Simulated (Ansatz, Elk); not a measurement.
# How far do independent atoms describe Cd3Cu?, part 2 of 2

The structure of Cd3Cu used here is made up (a known structure type with other elements) and was relaxed beforehand with PBE. The aim is the Fourier transform of its all-electron density, F(hkl), set beside the sum over free spherical atoms that refinements use.

Elk 11.2.3 (patched build); all-electron DFT.

So far: The starting structure; Ground state and structure factors; The highest occupied states alone.

The structure was built from a prototype and need not be the compound's stable phase.

### 4. Another functional

Level of this step: DFT, PBEsol, all-electron APW+lo, Dirac cores, scalar-relativistic bands, static density, no spin (Elk).

The difference from free atoms is small, so it is set against the change that PBEsol makes.

Input file elk.in:

```
tasks
  0
  195

xctype
  22

spinpol
  .false.

rgkmax
  7.0

gmaxvr
  14.0

lmaxo
  7

lmaxapw
  8

swidth
  0.002

tshift
  .false.

ramdisk
  .false.

hmaxvr
  5.5

maxscl
  120

epspot
  1e-06

sppath
  './'

avec
  8.05310486949 0.00000000000 -0.00000000000
  -0.00000000000 8.05310486949 -0.00000000000
  -0.00000000000 0.00000000000 8.05310486949

atoms
  2
  'Cd.in'
  3
  0.5000000000 0.5000000000 0.0000000000   0.000000 0.000000 0.000000
  0.5000000000 -0.0000000000 0.5000000000   0.000000 0.000000 0.000000
  0.0000000000 0.5000000000 0.5000000000   0.000000 0.000000 0.000000
  'Cu.in'
  1
  -0.0000000000 0.0000000000 0.0000000000   0.000000 0.000000 0.000000

ngridk
  5 5 5
```

Command:

```bash
$ OMP_NUM_THREADS=4 elk
```

Numbers of over 12 decimals in the logs are rounded to 6 here.

The program printed:

```text
┌─────────────────────────┐
│ Elk code version 11.2.3 │
└─────────────────────────┘

All units are atomic (Hartree, Bohr, etc.)

┌─────────────────────────────────────────────────┐
│ Ground-state run starting from atomic densities │
└─────────────────────────────────────────────────┘

Lattice vectors :
   8.053104869       0.000000000      -0.000000000
  -0.000000000       8.053104869      -0.000000000
  -0.000000000       0.000000000       8.053104869

Reciprocal lattice vectors :
  0.7802189850       0.000000000       0.000000000
[...]
atom 3                    :    46.65947696     (  0.2437101472E-03)
  species : 2 (Cu)
   atom 1                    :    27.99069139     (  0.1593934655E-03)
 total in muffin-tins        :    167.9691223
 total calculated charge     :    172.9986509
 total charge                :    173.0000000
 error                       :   0.1349083316E-02

┌──────────────────────────────┐
│ Self-consistent loop stopped │
└──────────────────────────────┘

Warning : core states of species 1 leak from the muffin-tin :   0.2437101472E-03

Warning : core states of species 2 leak from the muffin-tin :   0.1593934655E-03

Wrote STATE.OUT
[key lines of the parts left out:]
total energy                :     -18433.948615937
```

It took 18 s on 4 threads of Intel Xeon Platinum 8259CL at 2.50GHz (Skylake/Cascade Lake), shared host; peak memory 0.19 GiB.

Against the first run R = 0.01 %; the largest change is -0.037 at 200.

### 5. Basis size

The basis and the expansions that go with it are enlarged, to see whether the differences are converged.

Edit elk.in of step 4 so:

```diff
@@ -5,3 +5,3 @@
 xctype
-  22
+  20
 
@@ -11,12 +11,12 @@
 rgkmax
-  7.0
+  8.5
 
 gmaxvr
-  14.0
+  18.0
 
 lmaxo
-  7
+  9
 
 lmaxapw
-  8
+  10
```

Command:

```bash
$ OMP_NUM_THREADS=4 elk
```

The program printed:

```text
┌─────────────────────────┐
│ Elk code version 11.2.3 │
└─────────────────────────┘

All units are atomic (Hartree, Bohr, etc.)

┌─────────────────────────────────────────────────┐
│ Ground-state run starting from atomic densities │
└─────────────────────────────────────────────────┘

Lattice vectors :
   8.053104869       0.000000000      -0.000000000
  -0.000000000       8.053104869      -0.000000000
  -0.000000000       0.000000000       8.053104869

Reciprocal lattice vectors :
  0.7802189850       0.000000000       0.000000000
[...]
atom 3                    :    46.67165557     (  0.2411062586E-03)
  species : 2 (Cu)
   atom 1                    :    28.01147147     (  0.1563152286E-03)
 total in muffin-tins        :    168.0264382
 total calculated charge     :    172.9990964
 total charge                :    173.0000000
 error                       :   0.9036304563E-03

┌──────────────────────────────┐
│ Self-consistent loop stopped │
└──────────────────────────────┘

Warning : core states of species 1 leak from the muffin-tin :   0.2411062586E-03

Warning : core states of species 2 leak from the muffin-tin :   0.1563152286E-03

Wrote STATE.OUT
[key lines of the parts left out:]
total energy                :     -18443.089118314
```

The job ended after 42 s (4 threads; peak memory 0.32 GiB; 82 s of CPU time).

Against the first run R = 0.01 %; the largest change is -0.018 at 311.

### 6. Basis size

A smaller basis shows how fast F responds to it; the change is likely larger than the basis error of the first run, but doesn't show convergence.

Edit elk.in of step 5 so:

```diff
@@ -11,12 +11,12 @@
 rgkmax
-  8.5
+  5.5
 
 gmaxvr
-  18.0
+  14.0
 
 lmaxo
-  9
+  7
 
 lmaxapw
-  10
+  8
```

Command:

```bash
$ OMP_NUM_THREADS=4 elk
```

The program printed:

```text
┌─────────────────────────┐
│ Elk code version 11.2.3 │
└─────────────────────────┘

All units are atomic (Hartree, Bohr, etc.)

┌─────────────────────────────────────────────────┐
│ Ground-state run starting from atomic densities │
└─────────────────────────────────────────────────┘

Lattice vectors :
   8.053104869       0.000000000      -0.000000000
  -0.000000000       8.053104869      -0.000000000
  -0.000000000       0.000000000       8.053104869

Reciprocal lattice vectors :
  0.7802189850       0.000000000       0.000000000
[...]
atom 3                    :    46.61130711     (  0.2416645521E-03)
  species : 2 (Cu)
   atom 1                    :    27.92998646     (  0.1563458597E-03)
 total in muffin-tins        :    167.7639078
 total calculated charge     :    172.9992132
 total charge                :    173.0000000
 error                       :   0.7868343859E-03

┌──────────────────────────────┐
│ Self-consistent loop stopped │
└──────────────────────────────┘

Warning : core states of species 1 leak from the muffin-tin :   0.2416645521E-03

Warning : core states of species 2 leak from the muffin-tin :   0.1563458597E-03

Wrote STATE.OUT
[key lines of the parts left out:]
total energy                :     -18442.821467094
```

It took 18 s on 4 threads; peak memory 0.18 GiB.

Against the first run R = 0.03 %; the largest change is +0.122 at 220.

### 7. Settings against the effect

| run | R against the first run (%) | R against neutral atoms, low angle (%) | wall time |
| --- | --- | --- | --- |
| PBE, rgkmax 7 | 0.00 | 0.74 | 19 s |
| PBEsol | 0.01 | 0.75 | 18 s |
| rgkmax 8.5 with larger expansions | 0.01 | 0.73 | 42 s |
| rgkmax 5.5 | 0.03 | 0.77 | 18 s |

### 8. What came out

| Property | Result |
| --- | --- |
| R against neutral atoms, sin θ/λ < 0.3 Å⁻¹ | 0.74 % |
| R against neutral atoms, 0.3 to 0.82 Å⁻¹ | 0.26 % |

In words: Independent neutral atoms miss the calculated amplitudes by R = 0.74 % below 0.3 Å⁻¹ and 0.26 % from there to 0.82 Å⁻¹; by shells, 0.13 % below 0.15 Å⁻¹ (1 form), 0.76 % 0.15 to 0.3 (5 forms), 0.22 % 0.3 to 0.45 (8 forms), 0.26 % above 0.45 (43 forms). Bonding, aspherical density and the tables' own atoms all enter these figures, and the runs don't part them. The largest change of an amplitude is -0.75 electrons, at 111. The window's part falls from 47.0 electrons at the origin to at most 3.74 between 0.45 and 0.82 Å⁻¹, where compact states inside the window still scatter. Below 0.3 Å⁻¹ the changes that finished (PBEsol, rgkmax 8.5 with larger expansions and rgkmax 5.5) move F by R = 0.03 % at most, against the 0.74 % that separates it from free atoms. The k-mesh has no finished test. These runs have no spin, though d or f shells may be open. Part of the difference isn't bonding: the tables are fits to free atoms and ions calculated by other methods than this functional. Thermal motion, anomalous dispersion and extinction are left out.

[Logs are printed without paths, hosts, clocks, repeated set-up lines and the standing remarks that a program may print on its own settings, such as how far it seeks lower states.]

[Hosts, paths, dates, database ids (printed as entryN), source tags and the programs' standing remarks are cut or masked in the printed files.]
